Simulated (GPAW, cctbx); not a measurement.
## Mg2ZnS3: deformation density and structure factors from DFT

Aim: compute the bonding part of the density of Mg2ZnS3, find which reflections carry it, and see how it biases an ordinary refinement.

The start was made by putting kin elements into a known structure type; the compound need not exist, or be stable, in this form. All numbers below are calculated.

## 1. Find the equilibrium geometry

The density hangs on the geometry, so cell and atoms are relaxed first, with the symmetry held. The cutoff is set higher than for the density because stress converges slowly with plane waves.

Settings: GPAW 26.7.0, PBE, 570 eV, 5×5×2 k-points (along the axes of the calculation cell), Fermi–Dirac width 0.05 eV, BFGS to 0.03 eV/Å.

```text
cell
1.0
     3.662000000    0.000000000    0.000000000
    -1.831000000    3.171385029    0.000000000
     0.000000000    0.000000000    8.983000000
Zn S Mg
1 3 2
Direct
0.000000000 0.000000000 0.000000000
0.000000000 0.000000000 0.500000000
0.666666667 0.333333333 0.828100000
0.333333333 0.666666667 0.171900000
0.666666667 0.333333333 0.332000000
0.333333333 0.666666667 0.668000000
```

```console
$ OMP_NUM_THREADS=1 mpirun -n 4 gpaw python run.py > gpaw.log
```

```text
BFGS:    0      -23.324114        0.879371
BFGS:    1      -23.346899        0.752993
BFGS:    2      -23.403048        0.235363
BFGS:    3      -23.404725        0.213278
BFGS:    4      -23.411187        0.015910
cell  3.6690 3.6690 8.9743  90.00 90.00 120.00
volume 104.622 A^3, largest force 0.009 eV/A, largest stress 0.15 GPa
```

After 4 steps the volume has changed by +0.3 % and the energy by -0.087 eV; the largest stress left is 0.15 GPa. It took 27 s on 4 cores of AMD EPYC 9R14 (Zen 4) (shared host), peak memory 0.88 GiB.

Relaxed structure: P-3m1 (no. 164), a = 3.6690 Å, b = 3.6690 Å, c = 8.9743 Å, α = 90.00°, β = 90.00°, γ = 120.00°.

| atom | mult. | x | y | z |
| --- | --- | --- | --- | --- |
| Zn1 | 1 | 0 | 0 | 0 |
| S1 | 1 | 0 | 0 | 1/2 |
| S2 | 2 | 2/3 | 1/3 | 0.8392 |
| Mg1 | 2 | 2/3 | 1/3 | 0.3314 |

## 2. Density and charge transfer

X-rays see the whole electron density, so the PAW density is rebuilt with its core regions. Subtracting spherical free atoms from the same code cancels the cores and leaves the deformation density Δρ, the part due to bonding.

Settings: PBE, 450 eV, 6×6×2 k-points (along the axes of the calculation cell), Fermi–Dirac width 0.05 eV; primitive cell of 6 atoms.

```console
$ OMP_NUM_THREADS=1 mpirun -n 4 gpaw python run.py > gpaw.log
```

```text
|iter:   1|       0s |  -24.503500 | +0.25 |       |
|iter:   2|       0s |  -24.256987 | -1.59 | -1.15 |
|iter:   3|       1s |  -23.349460 | -1.01 | -1.19 |
...
|iter:   7|       2s |  -23.358997c| -4.56 | -3.39 |
|iter:   8|       3s |  -23.359004c| -6.03 | -3.87 |
|iter:   9|       3s |  -23.359004c| -7.54c| -4.83c|
```

```text
grid (36, 36, 90)  electrons 102.000  moved by bonding 1.275 e
deformation density beyond 0.5 A of the nuclei: max 0.075, min -0.080 e/A^3
atom        x       y       z   Voronoi charge  moment
Zn1    0.0000  0.0000  0.0000      0.373       0.00
S 2    0.0000  0.0000  0.5000     -0.373       0.00
S 3    0.6667  0.3333  0.8392     -0.356       0.00
S 4    0.3333  0.6667  0.1608     -0.356       0.00
Mg5    0.6667  0.3333  0.3314      0.356       0.00
Mg6    0.3333  0.6667  0.6686      0.356       0.00
mean inner potential of superposed free atoms 14.343 V
total magnetic moment 0.000 muB
```

Deformation density in a plane through the shortest contact of the Zn atom at the origin, in 0.01 e/Å³ (clipped at ±99); x from -1.6 to 4.2 Å, y from 2.4 down to -2.4 Å:

```text
 -2   5   5   .   .   .   6   6   0  -3   .   .   0  -3   2   7
 -2   3   4   2   1   3   4   3  -1  -5  -3  -1  -4  -4   0   4
 -1   1   2   5   7   6   3   1  -1  -2  -1  -1  -2  -2  -1   1
  0   0   0   1   3   2   0   0   0   2   4   5   4   1   0  -1
  2   0  -3  -6  -6  -6  -4  -1   2   4   6   7   6   4   1  -2
  5   2  -6  -6   .  -3  -7   0   5   4  -1   .   2   6   4  -2
  7   3  -6   .   .   .  -6   0   6   5   .   .  -1   7   5  -1
  5   2  -6  -5   .  -3  -7   0   4   4  -1   .   1   5   3  -2
  3   0  -3  -6  -6  -6  -4  -1   2   3   5   6   5   3   1  -2
  0   0   0   1   3   2   0   0   0   1   4   5   4   1   0  -1
 -2   0   2   5   7   6   3   1  -1  -2  -3  -3  -3  -2   0   1
 -3   2   4   3   1   2   4   4   0  -6  -7  -3  -7  -6   0   4
 -2   4   7   0   .   .   3   6   1  -7   .   .   .  -7   2   7
```

Atoms in or within 0.15 Å of the plane: Zn (0.0, 0.0), S (2.6, 0.0) Å. Dots mark points within about 0.45 Å of a nucleus; large values next to them are atomic features.

S gains most (-0.36 e) and Zn loses most (+0.37 e), in averages over each element's sites; S is the most electronegative element, but the order of the others doesn't follow electronegativity. Such charges fall far short of formal ones, since overlapping free atoms already put density on their neighbours. Along the shortest contact from the Zn atom at the map's origin, Zn–S at 2.56 Å, Δρ is +0.04 e/Å³ at the midpoint and highest, +0.07, 1.61 Å from Zn (points within 0.5 Å of a nucleus left out): little piles up between the atoms. At the midpoints of other shortest contacts it is +0.04 (S–Mg, 2.60 Å) e/Å³. Point values carry grid noise of about 0.01 e/Å³. The run needed 9 iterations, 8.9 s.

## 3. Structure factors

The Fourier components of Δρ, added to those of the free atoms, give the static X-ray structure factors; the Mott–Bethe relation turns them into the Fourier components V of the potential that fast electrons feel.

```text
static structure factors of the conventional cell: F in electrons, V (Mott-Bethe) in volts
   h  k  l      d  |F| table  |F| free   |F| DFT   change   |V| free  |V| DFT  change %
   0  0  1  8.9743    19.076    19.071    19.032   -0.039     0.666    0.803     20.5
   0  0  2  4.4871    18.657    18.639    18.618   -0.021     0.815    0.834      2.3
   1  0  0  3.1774    16.465    16.436    16.416   -0.020     0.692    0.701      1.2
   1  0  1  2.9952     7.782     7.723     6.915   -0.808     0.670    0.352    -47.4
   1  0 -1  2.9952    15.298    15.261    15.213   -0.047     0.574    0.592      3.2
   0  0  3  2.9914     7.905     7.845     7.043   -0.803     0.654    0.340    -48.1
   1  0  2  2.5931    14.679    14.618    14.616   -0.002     0.563    0.564      0.1
   1  0 -2  2.5931    76.062    76.044    76.223    0.179     7.619    7.566     -0.7
   0  0  4  2.2436    13.205    13.111    13.132    0.021     0.452    0.448     -1.0
   1  0  3  2.1781    12.317    12.221    12.231    0.010     0.392    0.390     -0.5
   1  0 -3  2.1781    17.319    17.229    17.169   -0.060     0.932    0.945      1.3
   1  1  0  1.8345    65.751    65.612    65.413   -0.199     5.365    5.394      0.5
   1  0  4  1.8327    65.500    65.360    65.162   -0.198     5.337    5.366      0.5
   1  0 -4  1.8327    15.740    15.633    15.588   -0.045     0.821    0.827      0.8
```

The largest X-ray change is -0.81 e on 101, 10.5 % of |F|. For electrons V goes as (Z − F)/g², so a change of F counts against Z − F, which is small at low angle and wherever the atoms' terms cancel: |V| of 003 moves by -48.1 % (0.65 to 0.34 V) against -10.2 % in |F|. The tabulated Hartree–Fock atoms differ from the free DFT atoms by up to 0.14 e, so the choice of reference atom matters too.

## 4. The functional ladder

The same geometry is run with other functionals, to see whether the bonding signal is larger than the spread between approximations. Free atoms are LDA for LDA and PBE otherwise; meta-GGAs and hybrids keep PBE cores. Any other changed setting is in the row's label.

| run | ΔF 101 (e) | ΔF 003 (e) | ΔF 110 (e) | q(S) (e) | moved (e) | time |
| --- | --- | --- | --- | --- | --- | --- |
| PBE | -0.808 | -0.803 | -0.199 | -0.362 | 1.275 | 8.9 s |
| LDA | -0.771 | -0.766 | -0.207 | -0.343 | 1.207 | 8.9 s |
| r2SCAN | -0.856 | -0.851 | -0.191 | -0.406 | 1.469 | 23 s |

At the base's settings ΔF(101) spans -0.856 to -0.771 e, a spread of 11 % of the PBE value; over the three listed reflections the spread is at most 11 %, so sign and size hold across the functionals. Times are from shared hosts.

## 5. Refining ordinary atoms against data with bonding

Routine crystallography fits spherical atoms. To see the bias, intensities are simulated from tabulated atoms plus the DFT change ΔF, so that bonding alone can misfit (3544 reflections of the full sphere, merged to the counts below, to 0.5 Å, 1 % proportional noise plus counting noise, assumed isotropic U as listed, Δρ smeared by the mean U) and refined with cctbx over different ranges.

| range | data | R1 | GooF | U Zn1 (true 0.0064) | U S1 (true 0.0079) | U S2 (true 0.0079) | U Mg1 (true 0.0086) | largest shift (Å) | Δρ max, min (e/Å³) |
| --- | --- | --- | --- | --- | --- | --- | --- | --- | --- |
| all data | 392 | 0.0060 | 1.23 | 0.0064 | 0.0079 | 0.0079 | 0.0087 | 0.0001 | 0.14, -0.16 |
| low resolution, d > 0.84 | 100 | 0.0048 | 1.85 | 0.0063 | 0.0079 | 0.0079 | 0.0086 | 0.0003 | 0.07, -0.08 |
| high order, d < 0.75 | 263 | 0.0072 | 0.93 | 0.0064 | 0.0079 | 0.0079 | 0.0086 | 0.0002 | 0.12, -0.12 |
| occupancies free, d > 0.7 | 156 | 0.0053 | 1.57 | 0.0063 | 0.0079 | 0.0080 | 0.0084 | 0.0001 | 0.11, -0.11 |

With all data GooF is 1.23, diluted by the many high-angle data; the misfit shows at low resolution; the top residual peak, near noise level, lies 0.43 Å from Zn and 2.35 Å from S. No U is off by more than 3 s.u. at low resolution. With Zn1 held at 1 and the scale free, the other occupancies refine to S1 1.002(0.003), S2 1.003(0.002) and Mg1 0.996(0.003), within three s.u. of full.

## 6. Answer

Bonding moves 1.27 e in the primitive cell of Mg2ZnS3 and changes the structure factors of the conventional cell in the table above by at most 0.81 e (101, 10.5 %). The shortest bond, Zn–S, has Δρ = +0.04 e/Å³ at its midpoint. At the base's settings ΔF(101) spans -0.856 to -0.771 e, a spread of 11 % of the PBE value; over the three listed reflections the spread is at most 11 %, so sign and size hold across the functionals. With all data GooF is 1.23, diluted by the many high-angle data. Limits: static density, frozen cores, no spin–orbit coupling.

[Outputs are excerpts: Python notices, other lines and further rows are left out; steps that failed or that the build refused (PBEsol, TPSS) are not shown.]

[Logs are printed without paths, hosts, clocks, repeated set-up lines and the standing remarks that a program may print on its own settings, such as how far it seeks lower states.]
